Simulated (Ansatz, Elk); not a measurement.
# How far do independent atoms describe ZrNbBN?

Structure refinements treat a crystal as free atoms side by side. For a made-up structure of ZrNbBN (cell and positions from a PBE relaxation) the runs below show what the calculated density changes in F(hkl).

Program: Elk 11.2.3 (patched build). Level of theory: DFT, PBE, all-electron APW+lo, Dirac cores, scalar-relativistic bands, static density, no spin. Results are calculated unless marked as measured.

The structure was built from a prototype and need not be the compound's stable phase.

### Step 1. The structure

It takes space group R3m (No. 160, trigonal). The conventional cell has a = 3.264 Å, b = 3.264 Å, c = 16.109 Å, α = 90.00°, β = 90.00°, γ = 120.00°. Nearest to Nb lie 3 B at 2.28 Å and 3 N at 2.28 Å. Nearest to Zr lie 3 N at 2.32 Å and 3 B at 2.37 Å. Nearest to N lie 3 Nb at 2.28 Å and 3 Zr at 2.32 Å. B has 3 Nb at 2.28 Å and 3 Zr at 2.37 Å nearest. Farther neighbours and most contacts between anions are not listed.

### Step 2. Ground state and structure factors

An all-electron density is needed, since X-rays see the cores too. Task 0 finds the density and task 195 Fourier-transforms it; tshift is off so that phases refer to the origin typed.

Contents of elk.in:

```
tasks
  0
  195

xctype
  20

spinpol
  .false.

rgkmax
  7.0

gmaxvr
  14.0

lmaxo
  7

lmaxapw
  8

swidth
  0.002

tshift
  .false.

ramdisk
  .false.

hmaxvr
  5.5

maxscl
  120

epspot
  1e-06

sppath
  './'

avec
  3.08384381115 1.78045805484 10.14740652050
  -3.08384381115 1.78045805484 10.14740652050
  -0.00000000000 -3.56091610868 10.14740652067

atoms
  4
  'Nb.in'
  1
  0.7507782494 0.7507782494 0.7507782494   0.000000 0.000000 0.000000
  'Zr.in'
  1
  0.2483636335 0.2483636335 0.2483636335   0.000000 0.000000 0.000000
  'N.in'
  1
  0.4974568874 0.4974568874 0.4974568874   0.000000 0.000000 0.000000
  'B.in'
  1
  0.0045012027 0.0045012027 0.0045012027   0.000000 0.000000 0.000000

ngridk
  8 8 8
```

Command:

```console
$ OMP_NUM_THREADS=4 elk
```

Numbers of over 12 decimals in the logs are rounded to 6 here.

What it wrote:

```text
┌─────────────────────────┐
│ Elk code version 11.2.3 │
└─────────────────────────┘

All units are atomic (Hartree, Bohr, etc.)

┌─────────────────────────────────────────────────┐
│ Ground-state run starting from atomic densities │
└─────────────────────────────────────────────────┘

Lattice vectors :
   3.083843811       1.780458055       10.14740652
  -3.083843811       1.780458055       10.14740652
  -0.000000000      -3.560916109       10.14740652

Reciprocal lattice vectors :
   1.018726254      0.5881618770      0.2063970826
  -1.018726254      0.5881618770      0.2063970826
  0.1532150177E-16  -1.176323754      0.2063970827

Unit cell volume      :    334.2954228
Brillouin zone volume :   0.7420090031

Muffin-tin inner radius fraction :   0.1000000000E-01

Nuclei treated as point charges

Species : 1 (Nb)
 parameters loaded from : Nb.in
 name : niobium
 nuclear charge    :   -41.00000000
 electronic charge :    41.00000000
 atomic mass :    169357.9704
 muffin-tin radius :    2.500374607
 number of radial points in muffin-tin :   1193
 inner part over the whole radius :   0.9912210257E-02
 number on inner part of muffin-tin    :    847
 approximate nuclear radius :   0.8268951942E-04
 number of mesh points to nuclear radius :    419
 atomic positions (lattice), magnetic fields (Cartesian) :
  1 :   0.75077825  0.75077825  0.75077825    0.00000000  0.00000000  0.00000000

Species : 2 (Zr)
 parameters loaded from : Zr.in
 name : zirconium
 nuclear charge    :   -40.00000000
 electronic charge :    40.00000000
 atomic mass :    166291.1793
 muffin-tin radius :    2.563498900
 number of radial points in muffin-tin :   1193
 inner part over the whole radius :   0.9876060999E-02
 number on inner part of muffin-tin    :    847
 approximate nuclear radius :   0.8202877663E-04
 number of mesh points to nuclear radius :    417
 atomic positions (lattice), magnetic fields (Cartesian) :
  1 :   0.24836363  0.24836363  0.24836363    0.00000000  0.00000000  0.00000000

Species : 3 (N)
 parameters loaded from : N.in
 name : nitrogen
 nuclear charge    :   -7.000000000
 electronic charge :    7.000000000
 atomic mass :    25532.65216
 muffin-tin radius :    1.763899679
 number of radial points in muffin-tin :    593
 inner part over the whole radius :   0.9982641663E-02
 number on inner part of muffin-tin    :    407
 approximate nuclear radius :   0.4939692610E-04
 number of mesh points to nuclear radius :    170
 atomic positions (lattice), magnetic fields (Cartesian) :
  1 :   0.49745689  0.49745689  0.49745689    0.00000000  0.00000000  0.00000000

Species : 4 (B)
 parameters loaded from : B.in
 name : boron
 nuclear charge    :   -5.000000000
 electronic charge :    5.000000000
 atomic mass :    19707.24742
 muffin-tin radius :    1.741657074
 number of radial points in muffin-tin :    593
 inner part over the whole radius :   0.9818855937E-02
 number on inner part of muffin-tin    :    404
 approximate nuclear radius :   0.4534157419E-04
 number of mesh points to nuclear radius :    161
 atomic positions (lattice), magnetic fields (Cartesian) :
  1 :   0.00450120  0.00450120  0.00450120    0.00000000  0.00000000  0.00000000

Total number of atoms per unit cell :    4
Total muffin-tin volume :    181.1622890
 ratio of muffin-tin to unit cell volume :   0.5419227324

Spin treatment :
 spin-unpolarised

Number of Bravais lattice symmetries :   12
Number of crystal symmetries         :    6
Crystal has no inversion symmetry
Complex Hermitian eigensolver will be used

k-point grid :      8     8     8
k-point offset :    0.000000000       0.000000000       0.000000000
k-point set is reduced with full crystal symmetry group
Total number of k-points :      120

Muffin-tin radius times maximum |G+k| :    7.000000000
 using average radius
Maximum |G+k| for APW functions       :    3.267428422
Maximum (1/2)|G+k|²                   :    5.338044248
Maximum |G| for potential and density :    14.00000000
Constant for pseudocharge density :    9
[...]
total energy                :     -7500.1937796991

Density of states at Fermi energy :    27.75303841
 (states/Hartree/unit cell)

Estimated indirect band gap :   0.3624081298E-02
 from k-point 115 to k-point 32
Estimated direct band gap   :   0.2339990581E-01
 at k-point 106

Charges :
 core                        :    60.00000000
 valence                     :    33.00000000
 interstitial                :    5.591043730
 muffin-tins (core leakage)
  species : 1 (Nb)
   atom 1                    :    37.78443066     (  0.1828366425E-05)
  species : 2 (Zr)
   atom 1                    :    37.84687535     (  0.3648152013E-05)
  species : 3 (N)
[...]
species : 4 (B)
[...]
total in muffin-tins        :    87.40895627
 total calculated charge     :    92.99633199
 total charge                :    93.00000000
 error                       :   0.3668008293E-02

RMS change in Kohn-Sham potential (target) :    2.125238254     (  0.1000000000E-05)
Absolute change in total energy (target)   :   0.1703305161     (  0.1000000000E-03)

[... loops 3 to 18 left out ...]

┌──────────────────┐
│ Loop number : 19 │
└──────────────────┘

Energies :
 Fermi                       :     0.421294
 sum of occupied eigenvalues :     -4430.4256827322
 electron kinetic            :      7752.5946961144
 core electron kinetic       :      7588.6856864380
 Coulomb                     :     -15007.598422810
 Coulomb potential           :     -11864.667780124
 nuclear-nuclear             :     -938.94873011696
 electron-nuclear            :     -16295.250286112
 Hartree                     :      2226.6005934198
 Madelung                    :     -9075.2645327478
 xc potential                :     -318.35259872283
 exchange                    :     -239.81701073824
 correlation                 :     -4.616319
 electron entropic           :    -0.50188434049293E-03
 total energy                :     -7499.4375579522

Density of states at Fermi energy :    37.92103484
 (states/Hartree/unit cell)

Estimated indirect band gap :   0.9381321007E-03
 from k-point 78 to k-point 42
Estimated direct band gap   :   0.1627942850E-01
 at k-point 1

Charges :
 core                        :    60.00000000
 valence                     :    33.00000000
 interstitial                :    5.610993753
 muffin-tins (core leakage)
  species : 1 (Nb)
[...]
species : 2 (Zr)
[...]
species : 3 (N)
[...]
species : 4 (B)
[...]
total in muffin-tins        :    87.38900625
 total calculated charge     :    92.99715775
 total charge                :    93.00000000
 error                       :   0.2842251478E-02

RMS change in Kohn-Sham potential (target) :   0.8837716821E-06 (  0.1000000000E-05)
Absolute change in total energy (target)   :   0.2014742677E-05 (  0.1000000000E-03)

Convergence targets achieved

┌──────────────────┐
│ Loop number : 20 │
└──────────────────┘

Energies :
 Fermi                       :     0.421294
 sum of occupied eigenvalues :     -4430.4256798144
 electron kinetic            :      7752.5946950594
 core electron kinetic       :      7588.6856863225
 Coulomb                     :     -15007.598420140
 Coulomb potential           :     -11864.667781053
 nuclear-nuclear             :     -938.94873011696
 electron-nuclear            :     -16295.250279683
 Hartree                     :      2226.6005896603
 Madelung                    :     -9075.2645296133
 xc potential                :     -318.35259382035
 exchange                    :     -239.81701053148
 correlation                 :     -4.616319
 electron entropic           :    -0.50188431610169E-03
 total energy                :     -7499.4375561312

Density of states at Fermi energy :    37.92103588
 (states/Hartree/unit cell)

Estimated indirect band gap :   0.9381285037E-03
 from k-point 78 to k-point 42
Estimated direct band gap   :   0.1627942412E-01
 at k-point 1

Charges :
 core                        :    60.00000000
 valence                     :    33.00000000
 interstitial                :    5.610993916
 muffin-tins (core leakage)
  species : 1 (Nb)
[...]
species : 2 (Zr)
   atom 1                    :    38.04953062     (  0.3452402492E-05)
  species : 3 (N)
   atom 1                    :    6.419270516     (  0.1122500581E-07)
  species : 4 (B)
   atom 1                    :    3.927424514     (  0.1052608692E-03)
 total in muffin-tins        :    87.38900608
 total calculated charge     :    92.99715775
 total charge                :    93.00000000
 error                       :   0.2842251261E-02

┌──────────────────────────────┐
│ Self-consistent loop stopped │
└──────────────────────────────┘

Warning : core states of species 4 leak from the muffin-tin :   0.1052608692E-03

Wrote STATE.OUT
```

Elapsed: 51 s, on 4 threads of Arm Neoverse V2, shared host; peak memory 0.17 GiB.

SFACRHO.OUT:

```text

h k l indices transformed by vhmat matrix:
   1.000000000       0.000000000       0.000000000    
   0.000000000       1.000000000       0.000000000    
   0.000000000       0.000000000       1.000000000    

      h      k      l  multipl.   |H|            Re(F)            Im(F)           |F|

      0      0      0      1   0.0000000       93.000000      0.91238034E-16   93.000000    
      1      1      1      1  0.61919125      -3.6169652       1.6897896       3.9922207    
     -1     -1     -1      1  0.61919125      -3.6169652      -1.6897896       3.9922207    
      0      1      0      3   1.1942937      -1.4290008     -0.67726691       1.5813709    
      0      0     -1      3   1.1942937      -1.4290008      0.67726691       1.5813709    
     -2     -2     -2      1   1.2383825      -56.530477      -1.0869495       56.540926    
      2      2      2      1   1.2383825      -56.530477       1.0869495       56.540926    
      0     -1     -1      3   1.2466502      -56.422155     -0.35784765       56.423290    
      1      0      1      3   1.2466502      -56.422155      0.35784765       56.423290    
      1      1      2      3   1.4371269       69.024908     -0.63469587       69.027826    
     -1     -2     -1      3   1.4371269       69.024908      0.63469587       69.027826    
     -2     -2     -1      3   1.5648423      0.58053019      0.46139851E-01  0.58236087    
      2      1      2      3   1.5648423      0.58053019     -0.46139851E-01  0.58236087    
      3      3      3      1   1.8575737       2.4632924      0.34601561       2.4874759    
     -3     -3     -3      1   1.8575737       2.4632924     -0.34601561       2.4874759    
     -2     -3     -2      3   1.8630957      -4.5694260      -1.4447061       4.7923720    
      2      3      2      3   1.8630957      -4.5694260       1.4447061       4.7923720    
     -3     -2     -3      3   2.0273436       59.385074       1.0750109       59.394803
```

Elk indexes on the primitive cell of elk.in and gives |H| = 4π sin θ/λ in inverse bohr. Below, one row stands for each form hkl of the conventional cell (m members, Friedel mates merged), F is for one primitive cell and the density is static (no thermal factor). Free-atom factors are Waasmaier and Kirfel's, and R is Σm||F|−|F'||/Σm|F|.

```
   hkl   m  sin θ/λ (Å⁻¹)  abs F, DFT  neutral atoms   diff.  abs of complex diff.
   003   2          0.093       3.992          4.272  -0.280                 0.306
   101   6          0.180       1.581          1.703  -0.122                 0.190
   006   2          0.186      56.541         57.354  -0.813                 0.817
   012   6          0.188      56.423         57.271  -0.848                 0.848
   104   6          0.216      69.028         68.949  +0.079                 0.079
   015   6          0.235       0.582          0.639  -0.057                 0.125
   009   2          0.279       2.487          2.453  +0.034                 0.083
   107   6          0.280       4.792          4.620  +0.172                 0.211
   018   6          0.305      59.395         59.377  +0.018                 0.031
   110   6          0.306      59.453         59.410  +0.043                 0.043
   113  12          0.320       2.533          2.492  +0.041                 0.041
   021   6          0.355       0.696          0.690  +0.007                 0.071
1 0 10   6          0.357      46.234         45.965  +0.269                 0.269
   116  12          0.358      46.186         45.911  +0.275                 0.276
```

### Step 3. The highest occupied states alone

An energy window below the Fermi level keeps the highest occupied states, to see at which angles they scatter; shallow core shells can lie inside it and anion s states outside. No new self-consistency is needed.

elk.in, as its differences from that of step 2:

```diff
@@ -1,3 +1,2 @@
 tasks
-  0
   195
@@ -40,2 +39,5 @@
 
+wsfac
+  -0.129950 0.721290
+
 sppath
```

Command:

```console
$ OMP_NUM_THREADS=4 elk
```

What it wrote:

```text
┌─────────────────────────────────┐
│ Elk code version 11.2.3 started │
└─────────────────────────────────┘

Info(readinput): the functional depends on the density's gradient
 muffin-tin radial points multiplied by    2.00000
 (not where nrmtscf is given)

┌────────────────────┐
│ Current task : 195 │
└────────────────────┘
Info(checkmt): changed muffin-tin radius of species 1 (Nb) from   2.6000 to   2.5004
Info(checkmt): changed muffin-tin radius of species 2 (Zr) from   2.6000 to   2.5635
Info(checkmt): changed muffin-tin radius of species 3 (N) from   1.8000 to   1.7639
Info(checkmt): changed muffin-tin radius of species 4 (B) from   1.8000 to   1.7417

Info(sfacrho): density structure factors written to SFACRHO.OUT

 Energy window :  -0.1299500000      0.7212900000

┌──────────────────┐
│ Elk code stopped │
└──────────────────┘
```

Run time: 6.2 s. Hardware: 4 threads; peak memory 0.16 GiB.

States within 15 eV below the Fermi level hold 16.66 electrons; any levels below the window count with the cores, and a count that is not whole means the window cuts a band. Their amplitudes can exceed the total, where window and core parts have opposite phase:

```
hkl  sin θ/λ (Å⁻¹)  abs F, window  abs F, all
003          0.093          2.117       3.992
101          0.180          1.743       1.581
006          0.186          2.708      56.541
012          0.188          2.763      56.423
104          0.216          4.003      69.028
015          0.235          1.488       0.582
009          0.279          1.180       2.487
107          0.280          1.420       4.792
018          0.305          1.590      59.395
110          0.306          1.594      59.453
```

[end of part 1 of 2]

[Logs are printed without paths, hosts, clocks, repeated set-up lines and the standing remarks that a program may print on its own settings, such as how far it seeks lower states.]

[Hosts, paths, dates, database ids (printed as entryN), source tags and the programs' standing remarks are cut or masked in the printed files.]
